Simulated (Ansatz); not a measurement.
# Dielectric response of MgS (110) films, part 4 of 5

How well do thin rocksalt MgS (110) films screen a perpendicular field?

Ansatz 0.2.0; plane-wave DFT, PBE, Ansatz PAW (set soft_1); PAW set soft_1 (the session's first sound run).

So far. Step 17 (Field on, atoms free, 24 atoms, units 12, field 0.05 …): The dipole is 0.115 e·Å, and the gap on the mesh 1.729 eV. Step 18 (Relaxing in the field, 24 atoms, units 12, field -0.05 …): The dipole is -0.115 e·Å, and the gap on the mesh 1.729 eV.

## (19) Response with the atoms relaxed, 24 atoms, units 12

This step: plane-wave DFT, PBE, Ansatz PAW (set soft_1); response to a field along the normal, atoms relaxed; PAW set soft_1 (Ansatz 0.2.0).

Numbers from this step:

* equivalent conductor thickness p/(ε₀AE): 21.79 Å
* inner field over outer field: 0.07314
* local ε in the middle: 13.67

Local field over the applied field, running mean. From the potentials at -0.05 and 0.05 V/Å; running mean over 1.838 Å, taken twice. Table of local field over applied field by z:

z (Å), local field over applied field and a bar from the least value:
```
        4      0.999 ##############################
        5      0.991 ##############################
        6      0.934 ############################
        7      0.729 ######################
        8      0.412 #############
        9      0.074 ###
       10     -0.025 
       11      0.108 ####
       12      0.127 #####
       13      0.031 ##
       14      0.028 ##
       15      0.088 ####
       16      0.076 ###
       17      0.045 ##
       18      0.056 ###
       19      0.075 ###
       20      0.065 ###
       21      0.046 ##
       22      0.061 ###
       23      0.085 ###
       24      0.045 ##
       25      0.029 ##
       26      0.119 ####
       27      0.129 #####
       28     -0.034 
       29      0.004 #
       30      0.353 ###########
       31      0.678 #####################
       32      0.897 ###########################
       33      0.986 ##############################
```

The induced dipole is that of a conductor 21.79 Å thick.

## (20) Electronic ε from the series

This step: plane-wave DFT, PBE, Ansatz PAW (set soft_1); permittivity from the thickness series, atoms held; PAW set soft_1 (Ansatz 0.2.0).

Each added layer adds t(1 − 1/ε) to the dipole term, so the slope against thickness gives ε without a choice of where the film ends.

Numbers from this step:

```yaml
slope: 0.8134
intercept_of_the_fit: 2.413 Å
eps_of_the_interior: 5.360
```

Table of equivalent conductor thickness by distance between the outer atoms:

| distance between the outer atoms (Å) | equivalent conductor thickness (Å) |
| --- | --- |
| 7.52 | 8.54 |
| 13.13 | 13.1 |
| 20.54 | 19.1 |

By hand, from the thinnest and the thickest film: slope = (19.129 − 8.536) / (20.542 − 7.517) = 0.813, so ε = 1/(1 − 0.813) = 5.36.

## (21) Static ε from the series

This step: plane-wave DFT, PBE, Ansatz PAW (set soft_1); permittivity from the thickness series, atoms relaxed; PAW set soft_1 (Ansatz 0.2.0).

The same fit for the relaxed films. The nearer its slope lies to 1, the more ε hangs on small errors.

This step gave:

| Quantity | Value |
| --- | --- |
| slope | 0.9258 |
| intercept of the fit | 2.775 Å |
| ε of the interior | 13.47 |

Table of equivalent conductor thickness by distance between the outer atoms:

| distance between the outer atoms (Å) | equivalent conductor thickness (Å) |
| --- | --- |
| 7.51 | 9.73 |
| 20.54 | 21.8 |

By hand, from the thinnest and the thickest film: slope = (21.792 − 9.731) / (20.543 − 7.515) = 0.926, so ε = 1/(1 − 0.926) = 13.5. One nm of such a film has the capacitance of 3.9/13.5 = 0.29 nm of SiO₂ (its equivalent oxide thickness).

## (22) The bulk crystal

This step: plane-wave DFT, PBE, Ansatz PAW (set soft_1); PAW set soft_1 (Ansatz 0.2.0).

System of this step: rocksalt MgS. The structure is cubic, space group Fm-3m (No. 225). The conventional cell has a = 5.200 Å, b = 5.200 Å, c = 5.200 Å, α = 90.00°, β = 90.00°, γ = 90.00°. Nearest to Mg lie 6 S at 2.60 Å. Nearest to S lie 6 Mg at 2.60 Å. Farther neighbours and most contacts between anions are not listed.

Band edges are better read in the bulk than in a thin slab, where confinement and surface states shift them. The bulk run gives them against its mean potential.

The input, input.yaml:

```yaml
crystal:
  lattice:
    - [0.0, 2.6, 2.6]
    - [2.6, 0.0, 2.6]
    - [2.6, 2.6, 0.0]
  atoms:
    - { symbol: Mg, position: [0.0, 0.0, 0.0] }
    - { symbol: S, position: [0.5, 0.5, 0.5] }
kpoints:
  mp_grid: { grid: [10, 10, 10] }
  band_path: { path: [VBM, CBM], npoints: 1 }
hamiltonian:
  xc: pbe
  pseudopotentials: { kind: paw, azcp: { folder: soft_1 } }
scf:
  occupations: { method: fixed }
  convergence: { dr2_threshold: 1.0e-09 }
output:
  eigenvalues: true
checkpoint:
  write: bulk.run
  compress: false
  write_wavefunctions: false
```

The run is started by

```console
$ ansatz run input.yaml --threads 4 --pin off --max-ram 8192MiB --backend cpu --events-out ev --progress --plain --runs-dir out
```

Numbers of over 12 decimals in the logs are rounded to 6 here.

What it wrote:

```text
[...]
Crystal: 2 atoms, lattice volume = 35.152 Å³
Basis set: ecut = 420 eV, 701 PW (Γ)
Bands: 12, of which v1, the nominal top of the filled ones, is band 8 counted from 1 (7 counted from 0)
Symmetry: 48 space group operations
[...]
k-points: 47 of 1000
[...]
SCF iter   1: F=—  HF=-2828.737836 eV  |F-HF|=—  |Δ(HF+E_count)|=         —  Δρ=3.58e-2  dr2=3.13e-1  ethr=3.10e-3  ⟨swp⟩=4.8  Hψ=3101  notcnv=0  defer=86
[...]
SCF iter   7: F=-2828.744813 eV  HF=-2828.744813 eV  |F-HF|=3.05e-11  |Δ(HF+E_count)|=   6.71e-9  Δρ=3.99e-7  dr2=5.27e-11  ethr=6.25e-12  ⟨swp⟩=6.1  Hψ=2518  notcnv=0
SCF 1 converged in 7 iterations: F = -2828.744813 eV  dr2 = 5.27e-11
[...]
SCF converged after 7 iterations
Free energy (F): -2828.744813 eV
[...]
Internal energy: -2828.744813 eV  (E = F + TS)
E sigma→0 (E₀):  -2828.744813 eV
Fermi energy:    6.382776 eV
[...]
--- Band table (eV; the first three rows and the last of 47) ---
  k-point 0: bands = [... 4 lower, -6.2930, 6.3828, 6.3828, 6.3828, 10.1193, 14.3028, 14.3028, 14.3028]
  k-point 1: bands = [... 4 lower, -6.1946, 5.6591, 6.3161, 6.3161, 10.7004, 14.0526, 14.4871, 14.4871]
  k-point 2: bands = [... 4 lower, -5.9170, 4.2781, 6.1538, 6.1538, 11.3381, 14.1952, 14.4598, 14.4598]
  k-point 46: bands = [... 4 lower, -4.5681, 2.8225, 3.5374, 4.0799, 11.2745, 13.2490, 14.9088, 15.4331]
```

Wall time 0.8 s (4 threads of Intel Xeon Platinum 8488C (Sapphire Rapids), shared host); peak memory 0.31 GiB.

This step gave:

* gap on the k-mesh: 2.793 eV
* gap along the path: 2.793 eV
* smallest direct gap along the path: 3.737 eV
* gap, the smaller of path and mesh: 2.793 eV

The gap is 2.79 eV.

## (23) Band edges against the vacuum, levels PBE

This step: plane-wave DFT, PBE, Ansatz PAW (set soft_1); band edges against the vacuum, bulk levels by PBE; PAW set soft_1 (Ansatz 0.2.0).

System of this step: MgS (110), 12 units. The cell holds 24 atoms: 12 Mg and 12 S. Its edges and angles: a = 3.677 Å, b = 5.200 Å, c = 38.223 Å, α = 90.0°, β = 90.0°, γ = 90.0°. It derives from MgS (rocksalt MgS). Vacuum lies along c.

The averaged potential in the middle of the thickest slab ties the bulk's levels to the vacuum level.

The input, align.yaml:

```yaml
surface:
  bulk: { run: bulk.run }
  slab: { run: rel12.run, axis: 3 }
  face: plus
  period: 1.83848
```

The run is started by

```console
$ ansatz align-bands align.yaml -- --threads 4 --pin off
```

What it wrote:

```text
plus face
ionisation energy 5.418 eV
electron affinity 2.625 eV
  bulk: levels by pbe on the potential of pbe; from 18.19 to 20.03 Å its average varies by 0.1953 eV and climbs by +0.0000; the bulk's density to 1.51 % (its layers are strained against the bulk's: take a thicker slab or side, or run the bulk at their strain); the bulk's run parts from the cell's at basis.xc_grid
  vacuum: slopes by 0.0000 eV/Å; line-up 9.5408 eV
  the slab's own level stands +0.358 eV from the bulk's
  of the slab's run: published_levels_not_confirmed; its band edges are its mesh's, and a band can turn off it. A run with kpoints.band_path: { path: [VBM, CBM], npoints: 1 } finds the zone's; the potential's macroscopic average varies by 0.1953 eV from 18.192 to 20.031 Å, more than 0.03 eV: the crystal is too thin there to have an interior, or the window reaches out of it, or the period is not the layers'
```

The job ended after 0.05 s (4 threads).

This step gave:

| Item | Value |
| --- | --- |
| ionisation energy | 5.418 eV |
| electron affinity | 2.625 eV |
| slab level shift | 0.3583 eV |

Check by hand: ionisation energy less affinity, 5.42 − (2.63) = 2.79 eV, is the bulk gap at this level.

The program warns that the averaged potential varies by 0.20 eV in the slab's middle, which these edges carry as an error.

## (24) The bulk with HSE06

This step: plane-wave DFT, HSE06, Ansatz PAW (set soft_1); PAW set soft_1 (Ansatz 0.2.0).

System of this step: rocksalt MgS. Symmetry: Fm-3m, No. 225, cubic system. The conventional cell has a = 5.200 Å, b = 5.200 Å, c = 5.200 Å, α = 90.00°, β = 90.00°, γ = 90.00°. Nearest to Mg lie 6 S at 2.60 Å. S has 6 Mg at 2.60 Å nearest. Farther neighbours and most contacts between anions are not listed.

A hybrid functional removes part of the gap error, and is affordable in the small bulk cell.

input.yaml, the sections that differ from step 22:

```yaml
kpoints:
  mp_grid: { grid: [6, 6, 6] }
hamiltonian:
  xc: hse06
  pseudopotentials: { kind: paw, azcp: { folder: soft_1 } }
scf:
  occupations: { method: fixed }
  convergence: { dr2_threshold: 1.0e-08 }
checkpoint:
  write: bulk-hse.run
  compress: false
  write_wavefunctions: false
# crystal, output: as in step 22
```

The run is started by

```console
$ ansatz run input.yaml --threads 4 --pin off --max-ram 8192MiB --backend cpu --events-out ev --progress --plain --runs-dir out
```

What it wrote:

```text
[...]
davidson cushion auto → on  (no smearing: the cushion is to keep the highest requested band from converging to the state above it; pin scf.eigensolver.cushion to override)
Crystal: 2 atoms, lattice volume = 35.152 Å³
Basis set: ecut = 420 eV, 701 PW (Γ)
Bands: 12, of which v1, the nominal top of the filled ones, is band 8 counted from 1 (7 counted from 0)
Symmetry: 48 space group operations
[...]
k-points: 16 of 216
[...]
SCF iter   1: F=—  HF=-2828.714714 eV  |F-HF|=—  |Δ(HF+E_count)|=         —  Δρ=3.55e-2  dr2=2.96e-1  ethr=1.00e-1  ⟨swp⟩=6.2  Hψ=707  notcnv=0
[...]
SCF iter   4: F=-2828.740044 eV  HF=-2828.740013 eV  |F-HF|=3.12e-5  |Δ(HF+E_count)|=   2.48e-3  Δρ=5.97e-4  dr2=7.14e-5  ethr=4.44e-7  ⟨swp⟩=3.2  Hψ=1065  notcnv=0
SCF 1 stopped early in 4 iterations: F = -2828.740044 eV  dr2 = 7.14e-5
[...]
Exchange kernel: α = 0.2500, screened, ω = 0.2079 Å⁻¹, Wigner–Seitz truncation, v(0) = 1045.9972 eV·Å³, q-mesh 6×6×6, nearest image of the exchange supercell L = 22.06 Å, pair-density grid 15×15×15, without the augmentation charges, whose exchange is taken in its separable form by FFT convolution over the k-point mesh (sized by the pseudopotential files, 24×24×24 at the most), smooth part of the exact exchange by density-matrix convolution
Frozen-core exchange: fock
SCF iter   1: F=—  HF=-2829.766156 eV  |F-HF|=—  |Δ(HF+E_count)|=         —  Δρ=4.49e-3  dr2=3.52e-3  ethr=4.46e-6  ⟨swp⟩=5.8  Hψ=907  notcnv=0
[...]
SCF iter   4: F=-2829.766239 eV  HF=-2829.766239 eV  |F-HF|=2.00e-7  |Δ(HF+E_count)|=   1.87e-5  Δρ=5.41e-5  dr2=1.92e-6  ethr=3.01e-7  ⟨swp⟩=2.6  Hψ=460  notcnv=0
SCF 2 stopped early in 4 iterations: F = -2829.766239 eV  dr2 = 1.92e-6
hybrid outer 1: dexx = +2.303e-3 eV, tail = 2.71e-5 eV
[...]
Frozen-core exchange: fock
SCF iter   1: F=—  HF=-2829.766197 eV  |F-HF|=—  |Δ(HF+E_count)|=         —  Δρ=3.09e-5  dr2=7.24e-7  ethr=8.46e-7  ⟨swp⟩=2.0  Hψ=448  notcnv=0
[...]
SCF iter   3: F=-2829.766197 eV  HF=-2829.766197 eV  |F-HF|=5.90e-9  |Δ(HF+E_count)|=   1.51e-7  Δρ=3.77e-6  dr2=7.18e-9  ethr=4.74e-11  ⟨swp⟩=4.1  Hψ=722  notcnv=0
SCF 3 converged in 3 iterations: F = -2829.766197 eV  dr2 = 7.18e-9
hybrid outer 2: dexx = +1.646e-7 eV, tail = 2.52e-8 eV, Δε = 2.92e-3 eV (about 1.94e-4 eV left of the loop's levels)
hybrid SCF converged: 2 outer / 7 inner (+4 warm-up), last move |dexx| = 1.65e-7 eV, tail = 2.52e-8 eV
[...]
Free energy (F): -2829.766197 eV
Frozen-core exchange: fock
[...]
Internal energy: -2829.766197 eV  (E = F + TS)
E sigma→0 (E₀):  -2829.766197 eV
Fermi energy:    5.723384 eV
[...]
--- Band table (eV; the first three rows and the last of 16) ---
  k-point 0: bands = [... 4 lower, -8.2472, 5.7234, 5.7234, 5.7234, 10.5671, 14.8121, 14.8121, 14.8121]
  k-point 1: bands = [... 4 lower, -7.9554, 3.9978, 5.5392, 5.5392, 11.6702, 14.5417, 15.1143, 15.1143]
  k-point 2: bands = [... 4 lower, -7.2513, 1.5529, 5.2172, 5.2172, 11.5557, 14.2439, 14.2439, 16.5247]
  k-point 15: bands = [... 4 lower, -6.3584, 1.6196, 2.9129, 3.3567, 11.2325, 12.9950, 16.2275, 16.8389]
```

It took 2.6 s on 4 threads; peak memory 0.87 GiB; 8.6 s of CPU time.

Numbers from this step:

```yaml
gap_on_the_k_mesh: 3.808 eV
```

The gap is 3.81 eV.

## (25) Band edges against the vacuum, levels HSE06

This step: plane-wave DFT, PBE, Ansatz PAW (set soft_1); band edges against the vacuum, bulk levels by HSE06; PAW set soft_1 (Ansatz 0.2.0).

System of this step: MgS (110), 12 units. The cell holds 24 atoms: 12 Mg and 12 S. Cell: a = 3.677 Å, b = 5.200 Å, c = 38.223 Å, α = 90.0°, β = 90.0°, γ = 90.0°. It derives from MgS (rocksalt MgS). Vacuum lies along c.

The same line-up with the hybrid's levels.

The input, align.yaml:

```yaml
surface:
  bulk: { run: bulk.run, levels_from: { run: bulk-hse.run } }
  slab: { run: rel12.run, axis: 3 }
  face: plus
  period: 1.83848
```

The run is started by

```console
$ ansatz align-bands align.yaml -- --threads 4 --pin off
```

What it wrote:

```text
plus face
ionisation energy 6.078 eV
electron affinity 2.270 eV
  bulk: levels by hse06 on the potential of pbe; from 18.19 to 20.03 Å its average varies by 0.1953 eV and climbs by +0.0000; the bulk's density to 1.51 % (its layers are strained against the bulk's: take a thicker slab or side, or run the bulk at their strain); the bulk's run parts from the cell's at basis.xc_grid, basis.xc_grid of the levels' run
  vacuum: slopes by 0.0000 eV/Å; line-up 9.5408 eV
  of the bulk's run: of the levels' run: its band edges are its mesh's, and a band can turn off it. A run with kpoints.band_path: { path: [VBM, CBM], npoints: 1 } finds the zone's; its band edges are of a coarser mesh than the slab's or the interface's, whose density can shift them: a run under levels_from is taken as it is
[...]
```

Run time: 0.07 s. Hardware: 4 threads.

Numbers from this step:

```yaml
ionisation_energy: 6.078 eV
electron_affinity: 2.270 eV
```

Check by hand: ionisation energy less affinity, 6.08 − (2.27) = 3.81 eV, is the bulk gap at this level.

The program warns that the averaged potential varies by 0.20 eV in the slab's middle, which these edges carry as an error.

(Part 4 of 5 ends here.)

[Logs are printed without paths, hosts, clocks, repeated set-up lines and the standing remarks that a program may print on its own settings, such as how far it seeks lower states.]

[Hosts, paths, dates, database ids (printed as entryN), source tags and the programs' standing remarks are cut or masked in the printed files.]

[Maps of the electrostatic potential energy from Ansatz leave out the sawtooth potential of an applied field or a dipole correction, so their vacuum need not be flat; planar profiles and work functions include it.]
